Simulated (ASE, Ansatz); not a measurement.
# Localised basis functions on ZrC/ZrN superlattice along [111] (378 atoms)

Aim: test how closely localised support functions follow the reference on ZrC/ZrN superlattice along [111] (378 atoms), and at what cost. A setting counts as converged where the r.m.s. difference of forces stays under 1 % of the r.m.s. force.

Calculated with Ansatz 0.2.0; Kohn-Sham DFT, PBE, PAW (set soft_2), plane waves.

Report form: the programs' logs are mostly left out.

### 1. The starting structure

The cell holds 378 atoms: 189 Zr, 108 C and 81 N. Cell: a = 9.966 Å, b = 9.966 Å, c = 55.903 Å, α = 90.0°, β = 90.0°, γ = 120.0°. It derives from ZrC and ZrN. Rock-salt lattice with in-plane constant 4.698 Å; 4 periods of ZrC and 3 of ZrN along [111], 3 x 3 in-plane cells; the two parts stretched along z by 1.0 and 0.9567; not relaxed, displaced by a Gaussian of 0.02 Å. Regions: ZrC, 216 atoms (108 Zr and 108 C); ZrN, 162 atoms (81 Zr and 81 N).

Limits known from the start: The host structure and its lattice constant were typed by rule, without a check against the phase diagram. The electron count is odd and the run has no spin polarisation.

### 2. Plane-wave single point

The first run fixes the reference, at a cutoff of 420 eV.

File input.yaml:

```yaml
crystal:
  lattice:
    - [9.96596, 0.0, 0.0]
    - [-4.98298, 8.63078, 0.0]
    - [0.0, 0.0, 55.90321]
  atoms:
    - { symbol: Zr, position: [0.66663, 0.66487, 0.99997] }
    - { symbol: C, position: [0.89059, 0.77653, 0.02416] }
    - { symbol: Zr, position: [0.778, 0.8905, 0.04878] }
    - { symbol: C, position: [0.99936, 0.99935, 0.07265] }
    - { symbol: Zr, position: [0.66402, 0.33169, 0.00013] }
    - { symbol: C, position: [0.89102, 0.44656, 0.02414] }
    - { symbol: Zr, position: [0.77645, 0.55319, 0.04896] }
    - { symbol: C, position: [0.00063, 0.66825, 0.07305] }
    - { symbol: Zr, position: [0.88684, 0.77561, 0.09693] }
    - { symbol: C, position: [0.11034, 0.88599, 0.12124] }
    - { symbol: Zr, position: [0.66671, 0.00185, 0.99972] }
    - { symbol: C, position: [0.88585, 0.10484, 0.02421] }
    - { symbol: Zr, position: [0.78194, 0.22212, 0.04826] }
    - { symbol: C, position: [1.0e-05, 0.33428, 0.07289] }
    - { symbol: Zr, position: [0.88894, 0.44308, 0.09738] }
    - { symbol: C, position: [0.10523, 0.55241, 0.1212] }
    - { symbol: Zr, position: [0.88652, 0.10726, 0.09741] }
    - { symbol: C, position: [0.10887, 0.21989, 0.12134] }
    - { symbol: Zr, position: [0.33245, 0.66577, 0.00017] }
    - { symbol: C, position: [0.55513, 0.77482, 0.02394] }
    - { symbol: Zr, position: [0.44533, 0.89209, 0.04851] }
    - { symbol: C, position: [0.67056, 0.00279, 0.07267] }
    - { symbol: Zr, position: [0.33301, 0.33417, 0.00029] }
    - { symbol: C, position: [0.5533, 0.44276, 0.02447] }
    - { symbol: Zr, position: [0.44495, 0.55407, 0.04819] }
    - { symbol: C, position: [0.66859, 0.66765, 0.0726] }
    - { symbol: Zr, position: [0.55408, 0.77325, 0.09693] }
    - { symbol: C, position: [0.77559, 0.89078, 0.12113] }
    - { symbol: Zr, position: [0.33067, 0.99752, 0.00057] }
    - { symbol: C, position: [0.55315, 0.11089, 0.02385] }
    - { symbol: Zr, position: [0.44553, 0.22467, 0.04842] }
    - { symbol: C, position: [0.67072, 0.33445, 0.07312] }
    [... 340 atom lines left out ...]
    - { symbol: Zr, position: [0.10964, 0.21962, 0.90674] }
    - { symbol: "N", position: [0.33194, 0.33028, 0.93013] }
    - { symbol: Zr, position: [0.2216, 0.44854, 0.95375] }
    - { symbol: "N", position: [0.44532, 0.55539, 0.97615] }
    - { symbol: Zr, position: [0.22172, 0.11178, 0.95401] }
    - { symbol: "N", position: [0.44198, 0.22553, 0.97679] }
kpoints:
  mp_grid: { grid: [2, 2, 1] }
hamiltonian:
  xc: pbe
scf:
  occupations: { method: gaussian, width: 0.025 }
output:
  forces: true
  stress: true
  populations: true
  dos:
    method: { smearing: { sigma: 0.15 } }
    de: 0.1
    projected: { site_lists: { C: [C], "N": ["N"], Zr: [Zr] } }
  eigenvalues: true
  write_density: true
  write_potential: true
  volumetric_format: npy
```

Command:

```sh
ansatz run input.yaml --threads 32 --pin off --max-ram 143360MiB --backend cuda --events-out ev --progress --plain --runs-dir out
```

Elapsed: 21 s, on 1 × NVIDIA GB200 with 32 threads of Arm Neoverse V2, shared host; peak memory 15 GiB.

That memory is the host's; the program planned up to 164 GiB on the GPU. Forces of this run were stored rounded, and per-atom blocks of the log weren't kept.

The run gave:

* free energy: -849413.4493 eV
* free energy per atom: -2247.1255 eV/atom
* SCF cycles: 13
* pressure: -0.9714 GPa
* r.m.s. force component: 0.3368 eV/Å
* longest force: 1.642 eV/Å
* Fermi energy: 15.81 eV
* levels partly filled by over 2 per cent: 20
* spilling of the projection: 0.003177

The r.m.s. force component of 0.34 eV/Å sets the scale for the differences below.

### 3. Support functions low

With localised support functions most steps grow linearly with size, though the diagonalisation grows faster unless the density matrix is cut; this run measures error and cost at this size. The level low gives here a grid of 48×48×270 points and a radius of 3.63 Å.

This step: Kohn-Sham DFT, PBE, PAW (set soft_2), localised support functions (low) (Ansatz 0.2.0).

input.yaml, the sections that differ from step 2:

```yaml
scf:
  occupations: { method: gaussian, width: 0.025 }
  eigensolver: { kind: { support_functions: { accuracy: low } } }
  mixing: { beta: 0.2 }
  max_iter: 150
output:
  forces: true
  eigenvalues: true
# crystal, kpoints, hamiltonian: as in step 2
```

Elapsed: 29 s, on 1 × NVIDIA GB200 with 32 threads; peak memory 2.2 GiB; 49 s of CPU time.

That memory is the host's; the program planned up to 17.4 GiB on the GPU.

The program notes that the band table was not solved further than the SCF left it and it switched symmetry off.

Keys that differ from the reference: support_functions.accuracy = "low", scf.max_iter = 150 and scf.mixing.beta = 0.2.

Forces differ from the reference by 0.47 meV/Å r.m.s., 0.14 % of their size, well within a tolerance of 1 %; the energy by -2.1 meV/atom.

### 4. Support functions medium

The level medium is asked for. Here it resolves to the same grid and radius as in the run with support functions low, so the basis is not new.

This step: Kohn-Sham DFT, PBE, PAW (set soft_2), localised support functions (medium) (Ansatz 0.2.0).

input.yaml, the sections that differ from step 3:

```yaml
scf:
  occupations: { method: gaussian, width: 0.025 }
  eigensolver: { kind: { support_functions: { accuracy: medium } } }
  mixing: { beta: 0.2 }
  max_iter: 150
# crystal, kpoints, hamiltonian, output: as in step 3
```

The job ended after 32 s (1 × NVIDIA GB200 with 32 threads; peak memory 2.1 GiB).

That memory is the host's; the program planned up to 17.4 GiB on the GPU.

Keys that differ from the reference: support_functions.accuracy = "medium", scf.max_iter = 150 and scf.mixing.beta = 0.2.

Forces differ from the reference by 0.43 meV/Å r.m.s., 0.13 % of their size, well within a tolerance of 1 %; the energy by -2.1 meV/atom. It took 32 s and 21 cycles; the reference's time can't be set against it, since the two runs asked for unlike analyses.

### 5. Support functions medium, spacing 0.383 Å (grid laid 0.373 Å)

The grid spacing sets how fine a wave the support functions can hold. The typed value is an upper bound: the grid laid has 30×30×150 points, 0.373 Å apart at most.

input.yaml, the sections that differ from step 4:

```yaml
scf:
  occupations: { method: gaussian, width: 0.025 }
  eigensolver: { kind: { support_functions: { accuracy: medium, spacing: 0.383 } } }
  mixing: { beta: 0.2 }
  max_iter: 150
# crystal, kpoints, hamiltonian, output: as in step 4
```

Run time: 31 s. Hardware: 1 × NVIDIA GB200 with 32 threads; peak memory 2.2 GiB; 47 s of CPU time.

That memory is the host's; the program planned up to 16.8 GiB on the GPU.

The program notes that the forces don't sum to zero within tolerance and the grid leaves an egg-box force.

Forces differ from the reference by 257 meV/Å r.m.s., 76 % of their size, far over a tolerance of 1 %; the energy by +45 meV/atom. It took 31 s and 23 cycles; the reference's time can't be set against it, since the two runs asked for unlike analyses. The setting is coarser than the default on purpose.

### 6. Support functions medium, spacing 0.319 Å (grid laid 0.311 Å)

The grid spacing sets how fine a wave the support functions can hold. The typed value is an upper bound: the grid laid has 36×36×180 points, 0.311 Å apart at most.

input.yaml, the sections that differ from step 5:

```yaml
scf:
  occupations: { method: gaussian, width: 0.025 }
  eigensolver: { kind: { support_functions: { accuracy: medium, spacing: 0.319 } } }
  mixing: { beta: 0.2 }
  max_iter: 150
# crystal, kpoints, hamiltonian, output: as in step 5
```

Wall time 31 s (1 × NVIDIA GB200 with 32 threads); peak memory 2.1 GiB.

That memory is the host's; the program planned up to 16.1 GiB on the GPU.

Forces differ from the reference by 26 meV/Å r.m.s., 7.7 % of their size, far over a tolerance of 1 %; the energy by -1.9 meV/atom. It took 31 s and 23 cycles; the reference's time can't be set against it, since the two runs asked for unlike analyses. The setting is coarser than the default on purpose.

### 7. Support functions medium, spacing 0.277 Å (grid laid 0.277 Å)

The grid spacing sets how fine a wave the support functions can hold. The typed value is an upper bound: the grid laid has 36×36×216 points, 0.277 Å apart at most.

input.yaml, the sections that differ from step 6:

```yaml
scf:
  occupations: { method: gaussian, width: 0.025 }
  eigensolver: { kind: { support_functions: { accuracy: medium, spacing: 0.277 } } }
  mixing: { beta: 0.2 }
  max_iter: 150
# crystal, kpoints, hamiltonian, output: as in step 6
```

Run time: 30 s. Hardware: 1 × NVIDIA GB200 with 32 threads; peak memory 2 GiB; 47 s of CPU time.

That memory is the host's; the program planned up to 15.1 GiB on the GPU.

Forces differ from the reference by 2.3 meV/Å r.m.s., 0.68 % of their size, within a tolerance of 1 %; the energy by -1.4 meV/atom. It took 30 s and 23 cycles; the reference's time can't be set against it, since the two runs asked for unlike analyses. The setting is coarser than the default on purpose.

### 8. Support functions medium, spacing 0.245 Å (grid laid 0.233 Å)

The grid spacing sets how fine a wave the support functions can hold. The typed value is an upper bound: the grid laid has 48×48×240 points, 0.233 Å apart at most.

input.yaml, the sections that differ from step 7:

```yaml
scf:
  occupations: { method: gaussian, width: 0.025 }
  eigensolver: { kind: { support_functions: { accuracy: medium, spacing: 0.245 } } }
  mixing: { beta: 0.2 }
  max_iter: 150
# crystal, kpoints, hamiltonian, output: as in step 7
```

Run time: 32 s. Hardware: 1 × NVIDIA GB200 with 32 threads; peak memory 2.1 GiB; 50 s of CPU time.

That memory is the host's; the program planned up to 17.2 GiB on the GPU.

Keys that differ from the reference: support_functions.accuracy = "medium", support_functions.spacing = 0.245, scf.max_iter = 150 and scf.mixing.beta = 0.2.

Forces differ from the reference by 0.53 meV/Å r.m.s., 0.16 % of their size, well within a tolerance of 1 %; the energy by -2.2 meV/atom. It took 32 s and 21 cycles; the reference's time can't be set against it, since the two runs asked for unlike analyses.

### 9. All settings compared

Differences are against the plane-wave reference (Kohn-Sham DFT, PBE, PAW (set soft_2), plane waves), whose r.m.s. force component is 0.337 eV/Å. Energies are set beside the reference only for runs with its functional, potentials and electron count. Times are for 1 × NVIDIA GB200 with 32 threads of Arm Neoverse V2, shared host. The reference's time includes the DOS, the stress and grids, which some other runs skip.

```csv
run,"Δ force, r.m.s. (meV/Å)",share of r.m.s. force (%),Δ energy (meV/atom),cycles,time,host memory (GiB),planned on the GPU (GiB)
reference,-,-,-,13,21 s,15,164
support functions low,0.47,0.139,-2.12,19,29 s,2.2,17
support functions medium,0.427,0.127,-2.12,21,32 s,2.1,17
"support functions medium, spacing 0.383 Å (grid laid 0.373 Å)",257,76.4,44.9,23,31 s,2.2,17
"support functions medium, spacing 0.319 Å (grid laid 0.311 Å)",26.1,7.74,-1.92,23,31 s,2.1,16
"support functions medium, spacing 0.277 Å (grid laid 0.277 Å)",2.30,0.684,-1.42,23,30 s,2.0,15
"support functions medium, spacing 0.245 Å (grid laid 0.233 Å)",0.527,0.156,-2.20,21,32 s,2.1,17
```

### 10. The reference in detail

With the settings judged, the reference run is read for its physics.

Length of the force by element:

```csv
element,coordination,atoms,mean length of the force (eV/Å),spread,least,most
C,all,108,0.432,0.170,0.0706,0.915
N,all,81,0.392,0.174,0.114,0.937
Zr,all,189,0.631,0.283,0.165,1.64
```

Löwdin charges by element (they lack the spilled electrons, 0.026 e an atom on average):

```csv
element,coordination,atoms,mean charge (e),spread,least,most
C,all,108,-0.737,0.0137,-0.769,-0.724
N,all,81,-0.725,0.0074,-0.746,-0.707
Zr,all,189,0.784,0.0131,0.757,0.813
```

By region:

```
region  atoms  mean length of the force (eV/Å)
   ZrC    216                            0.554
   ZrN    162                            0.482
```

States in the cell by windows of 1 eV, zero at the Fermi level; some projections on atomic orbitals stand beside the total:

```csv
from (eV),to (eV),total,Zr d,C p,N p,C s
-14,-13,0.4,0.0,0.0,0.0,0.0
-13,-12,0.0,0.0,0.0,0.0,0.0
-12,-11,1.1,0.0,0.0,0.0,0.4
-11,-10,21.7,1.7,0.2,0.0,10.3
-10,-9,144.8,36.2,1.1,0.2,86.1
-9,-8,48.3,7.9,0.4,0.0,34.9
-8,-7,5.0,1.7,0.0,2.4,0.1
-7,-6,69.6,20.9,0.3,38.2,0.1
-6,-5,138.9,41.7,3.2,82.1,0.4
-5,-4,264.9,82.5,23.8,141.1,1.4
-4,-3,161.5,49.3,53.9,42.7,2.1
-3,-2,320.5,133.1,163.8,7.4,2.7
-2,-1,160.0,78.2,68.9,7.1,1.3
-1,0,89.8,46.5,31.8,8.5,0.2
0,1,109.4,74.3,18.3,11.7,0.6
1,2,144.9,109.2,17.3,11.7,0.7
2,3,223.1,175.9,17.4,17.2,1.5
```

Between -26 and -14 eV lie 406 more states.

The stored curve holds about 1833 of the 3105 electrons; the rest, give or take the few that broadening carries across the Fermi level, lie in deeper levels below its range.

Not all projections were asked for or kept, so they needn't add up to the total.

The levels nearest the highest filled one (over half full), pooled over k-points and spins:

```csv
level less the highest filled one (eV),occupation
-0.0133,1.62
-0.012,1.58
-0.0095,1.50
-0.0072,1.41
-0.0036,1.26
0,1.10
0.0223,0.257
0.0271,0.16
0.0283,0.14
0.0307,0.107
0.0323,0.089
0.0349,0.065
```

Planar average of the electrostatic potential energy along the normal, with the Fermi level as zero, after a running mean with a triangular window 4 Å wide at its base:

```
height (Å)  potential energy (eV)
       0.0                 -10.76
       1.6                  -9.35
       3.1                  -9.63
       4.8                  -9.32
       6.4                  -9.03
       7.9                  -9.65
       9.5                  -9.09
      11.2                  -9.68
      12.7                  -9.20
      14.3                  -9.13
      16.0                  -9.61
      17.6                  -9.12
      19.1                  -9.80
      20.7                  -9.02
      22.4                  -9.27
      23.9                  -9.40
      25.5                  -9.00
      27.1                  -9.78
      28.6                  -9.03
      30.3                  -9.68
      31.9                  -9.92
      33.4                 -10.70
      35.0                 -11.44
      36.7                 -10.96
      38.2                 -11.40
      39.8                 -11.35
      41.4                 -11.11
      43.1                 -11.56
      44.6                 -11.07
      46.2                 -11.16
      47.9                 -11.49
      49.3                 -11.20
      51.0                 -11.49
      52.6                 -11.07
      54.1                 -10.86
      55.8                 -10.80
```

Mean Löwdin charges: C -0.74, N -0.72, Zr +0.78 e (they miss 0.32 % of the electrons, so they add up to more than the cell's charge). Within 0.4 eV of the Fermi level the largest share is Zr d (58 % of the projected weight).

### 11. Local order

These statistics describe the geometry on which the runs were made.

Density 6.79 g/cm³, 12.72 Å³ an atom.

Pair distribution functions g(r), in bins of 0.2 Å:

```csv
r (Å),total,Zr-Zr,Zr-C,Zr-N,C-C,C-N,N-N
2.20,0.91,0.00,0.51,3.58,0.00,0.00,0.00
2.40,4.67,0.00,10.50,7.75,0.00,0.00,0.00
2.60,0.00,0.00,0.00,0.00,0.00,0.00,0.00
2.80,0.00,0.00,0.00,0.00,0.00,0.00,0.00
3.00,0.00,0.00,0.00,0.00,0.00,0.00,0.00
3.20,2.27,4.52,0.00,0.00,3.94,1.09,14.91
3.40,3.30,6.61,0.00,0.00,14.50,0.02,10.00
3.60,0.00,0.00,0.00,0.00,0.00,0.00,0.00
3.80,0.15,0.00,0.01,0.67,0.00,0.00,0.00
4.00,2.13,0.00,4.25,4.25,0.00,0.00,0.00
4.20,0.21,0.00,0.64,0.11,0.00,0.00,0.00
4.40,0.00,0.00,0.00,0.00,0.00,0.00,0.00
4.60,1.04,2.08,0.00,0.00,2.25,0.53,5.79
4.80,0.36,0.70,0.00,0.00,2.15,0.02,0.08
5.00,0.23,0.00,0.02,1.03,0.00,0.00,0.00
5.20,4.11,0.00,8.40,7.96,0.00,0.00,0.00
5.40,0.17,0.09,0.39,0.06,0.00,0.00,0.41
5.60,0.90,1.80,0.00,0.00,0.27,0.77,7.29
5.80,2.78,5.52,0.00,0.00,11.51,0.70,7.93
6.00,0.00,0.00,0.00,0.00,0.00,0.00,0.00
6.20,0.00,0.00,0.00,0.00,0.00,0.00,0.00
6.40,0.26,0.52,0.00,0.00,0.00,0.16,2.52
6.60,1.11,2.22,0.00,0.02,4.34,0.39,3.24
6.80,0.32,0.05,0.13,1.23,0.07,0.00,0.09
7.00,2.73,0.00,5.83,5.00,0.00,0.00,0.00
7.20,0.47,0.82,0.19,0.02,0.00,0.27,3.78
7.40,1.83,3.62,0.00,0.09,6.73,1.04,5.02
7.60,0.43,0.02,0.20,1.73,0.03,0.00,0.00
```

Bonds by pair of elements; cutoffs follow the first minimum of g(r), held within bounds set by covalent radii, and pairs that aren't listed don't count as bonded (cutoffs were set anew for this text, so counts can differ from the run's own analysis):

| pair A-B | cutoff (Å) | bonds | mean length (Å) | spread (Å) | shortest (Å) | B about A | A about B |
| --- | --- | --- | --- | --- | --- | --- | --- |
| Zr-C | 2.77 | 648 | 2.35 | 0.028 | 2.27 | 3.43 | 6 |
| Zr-N | 2.77 | 486 | 2.32 | 0.029 | 2.24 | 2.57 | 6 |

How many atoms have how many bonded neighbours:

```
element  mean    6
      C     6  108
      N     6   81
     Zr     6  189
```

First main peaks of g(r), for some of the pairs, lie near 3.30 Å (Zr-Zr), 2.35 Å (Zr-C), 2.31 Å (Zr-N), 3.32 Å (C-C), 3.25 Å (C-N) and 3.28 Å (N-N). Counting bonds as in the table, all C atoms have 6, all N atoms have 6 and all Zr atoms have 6 bonded neighbours.

Local excerpt of 8 atoms (numbers count through the whole input) about Zr221, picked at random; x, y, z are measured from there.

```csv
atom,x,y,z,distance (Å),bonds,Löwdin charge (e),Fx,Fy,Fz (eV/Å)
Zr221,0.00,0.00,0.00,0.00,6,0.77,-0.84,-0.44,-0.17
C222,1.64,0.95,1.33,2.31,6,-0.73,-0.20,-0.14,0.24
C106,-0.02,1.89,-1.36,2.33,6,-0.73,-0.19,0.09,-0.21
C156,-0.02,-1.89,1.36,2.33,6,-0.73,-0.09,-0.58,-0.21
C108,1.62,-0.99,-1.37,2.34,6,-0.73,0.09,0.13,0.01
C150,-1.69,0.95,1.36,2.37,6,-0.73,-0.09,-0.15,-0.30
C148,-1.67,-1.00,-1.36,2.38,6,-0.73,-0.30,0.24,0.00
Zr185,3.23,-0.01,0.02,3.23,6,0.77,1.16,-0.29,-0.36
```

The column of bonds counts only the pairs Zr-C within 2.77 Å, Zr-N within 2.77 Å; other neighbours, such as metal atoms beside each other in a compound, aren't counted, and periodic images can show an atom twice.

### 12. Results

```
free energy per atom        : -2247.1255 eV/atom
density                     : 6.794 g/cm³
pressure                    : -0.9714 GPa
r.m.s. force component      : 0.3368 eV/Å
wall time of the 7 DFT runs : 3.4 min
```

Against plane waves at 420 eV, the forces differ by 0.43 meV/Å (0.13 %) with support functions medium. At 378 atoms the fastest of the runs at a preset level, support functions low, takes roughly 1.4 times the time of plane waves (whose run also made extra analyses, so the like-for-like ratio is larger), in 19 SCF cycles against 13. Differences between support functions and plane waves include what basis error the plane-wave run still has. As the typed spacing goes from 0.245 to 0.383 Å, the force difference goes from 0.53 to 257 meV/Å, while the time lies between 30 s and 32 s.

20 levels are partly filled, by over 2 % (on the run's k-points): no clear gap opens at this level. Levels of broken or missing bonds inside a gap of the host would look the same. Counting bonds as in the table, all C atoms have 6, all N atoms have 6 and all Zr atoms have 6 bonded neighbours.

What to keep in mind: The geometry was built by rule, was displaced at random and isn't relaxed at this level: its force components are 0.34 eV/Å r.m.s. The stress is far from hydrostatic: its diagonal is -2.7, -2.7, 2.4 GPa, compression counted positive.

[Logs are printed without paths, hosts, clocks, repeated set-up lines and the standing remarks that a program may print on its own settings, such as how far it seeks lower states.]

[Hosts, paths, dates, database ids (printed as entryN), source tags and the programs' standing remarks are cut or masked in the printed files.]
